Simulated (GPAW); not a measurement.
Consider MnO2 (Pmmn).

```xyz
6
Lattice="2.9042 0.0000 0.0000 0.0000 3.8448 0.0000 0.0000 0.0000 6.1643" Properties=species:S:1:pos:R:3 pbc="T T T"
Mn    1.4521    1.9224    2.1162
Mn    0.0000    0.0000    4.0481
O     1.4521    0.0000    5.1630
O     0.0000    1.9224    1.0013
O     1.4521    0.0000    2.6001
O     0.0000    1.9224    3.5642
```

Absorber: atom 1, with 2 O at 1.83 Å, 2 O at 1.98 Å and 2 O at 2.05 Å (distorted octahedral, site symmetry mm2). Method: GPAW, LDA + U (Mn 4 eV), excited-electron core hole (neutral cell), 12-atom cell with 4.8 Å between holes, 4×4×4 k points, dipole transitions, Gaussian full width 1.16 eV up to 4 eV, rising linearly to 3.5 eV at 25 eV.

What does the Mn K edge look like?

Main maxima up to 30 eV above the zero (height): 0.2 eV (0.23), 3.4 eV (0.22), 15.5 eV (2.26) and 19.1 eV (2.50). A K edge sees empty p states. The first eV above the zero hold little dipole weight, as the lowest empty bands are of d character; the main edge, of 4p character, rises through 0.6 near 10 eV above the zero. The total-energy difference is 6519.96 eV. The tabulated edge of the element is 6539 eV. The functional leaves an error in such absolute values: in the free atom LDA prices this hole 15.4 eV below PBE (computed apart), and PBE is itself good to a few eV.

The Mn K spectrum (energy from the lowest empty level; intensity scaled to a mean of 1 over the first 20 eV; polarised curves are means over the symmetry-equivalent atoms):

| E (eV) | isotropic | ε ∥ x | ε ∥ y | ε ∥ z |
| --- | --- | --- | --- | --- |
| -2.0 | 0.00 | 0.00 | 0.00 | 0.00 |
| -1.0 | 0.02 | 0.04 | 0.00 | 0.00 |
| 0.0 | 0.21 | 0.59 | 0.02 | 0.02 |
| 1.0 | 0.17 | 0.19 | 0.16 | 0.17 |
| 2.0 | 0.12 | 0.12 | 0.09 | 0.14 |
| 3.0 | 0.19 | 0.35 | 0.12 | 0.11 |
| 4.0 | 0.18 | 0.18 | 0.15 | 0.22 |
| 5.0 | 0.03 | 0.02 | 0.03 | 0.05 |
| 6.0 | 0.00 | 0.00 | 0.00 | 0.00 |
| 7.0 | 0.02 | 0.02 | 0.01 | 0.02 |
| 8.0 | 0.08 | 0.07 | 0.06 | 0.10 |
| 9.0 | 0.26 | 0.19 | 0.24 | 0.34 |
| 10.0 | 0.66 | 0.40 | 0.76 | 0.81 |
| 11.0 | 1.05 | 0.57 | 1.27 | 1.33 |
| 12.0 | 1.16 | 0.61 | 1.24 | 1.63 |
| 13.0 | 1.35 | 0.72 | 1.53 | 1.79 |
| 14.0 | 1.85 | 1.07 | 2.52 | 1.95 |
| 15.0 | 2.22 | 1.58 | 3.09 | 1.98 |
| 16.0 | 2.23 | 2.01 | 2.64 | 2.05 |
| 17.0 | 2.22 | 2.35 | 2.10 | 2.22 |
| 18.0 | 2.39 | 2.77 | 2.07 | 2.31 |
| 19.0 | 2.50 | 3.08 | 2.25 | 2.17 |
| 20.0 | 2.40 | 2.90 | 2.37 | 1.93 |
| 21.0 | 2.13 | 2.44 | 2.21 | 1.73 |
| 22.0 | 1.76 | 1.96 | 1.76 | 1.56 |
| 23.0 | 1.37 | 1.51 | 1.26 | 1.33 |
| 24.0 | 1.05 | 1.16 | 0.89 | 1.09 |
| 25.0 | 0.87 | 0.95 | 0.72 | 0.94 |
| 26.0 | 0.80 | 0.83 | 0.68 | 0.89 |
| 27.0 | 0.78 | 0.76 | 0.72 | 0.86 |
| 28.0 | 0.78 | 0.71 | 0.81 | 0.82 |
| 29.0 | 0.83 | 0.73 | 0.92 | 0.82 |
| 30.0 | 0.94 | 0.85 | 1.06 | 0.90 |
| 31.0 | 1.11 | 1.04 | 1.23 | 1.05 |
| 32.0 | 1.27 | 1.21 | 1.37 | 1.22 |

The hole lies in one spin channel, while the script sums the empty states of both and takes the lower zero; where the two channels are split, this blurs and shifts the curve. The unit cell's mesh shows no gap over 0.35 eV. That is right for a metallic compound; for a small-gap or correlated insulator it would be the fault of the functional or of the assumed magnetic order, and the hole would be screened too well. Quadrupole 1s→3d transitions, which feed the pre-edge, are not in the dipole spectrum. The spins start antiferromagnetically in a simple order, which needn't be the measured one; gap and edge can depend on it. The holes are only 4.8 Å apart, so the shape is probably not converged with cell size; no larger cell was run here. The mesh is coarse (0.36 Å⁻¹ between points), so small maxima may be mesh ripples. Lifetime broadening is put in by hand, and intensities beyond about 20 eV depend on it and on the partial waves. The structure is a computed Materials Project entry and may be a hypothetical form.

[Banner, clock and machine lines of the logs are left out without a mark of their own.]

[Logs are printed without paths, hosts, clocks, repeated set-up lines and the standing remarks that a program may print on its own settings, such as how far it seeks lower states.]

[Hosts, paths, dates, database ids (printed as entryN), source tags and the programs' standing remarks are cut or masked in the printed files.]

[Lists of maxima count a maximum above −3 eV only where it reaches 4 % of the highest in the window and stands out from its surroundings by 2 % of it (1.5 % where it reaches 55 %); shoulders and weaker maxima are passed over, and of the rest the first, up to two pre-edge ones and the few strongest are named.]
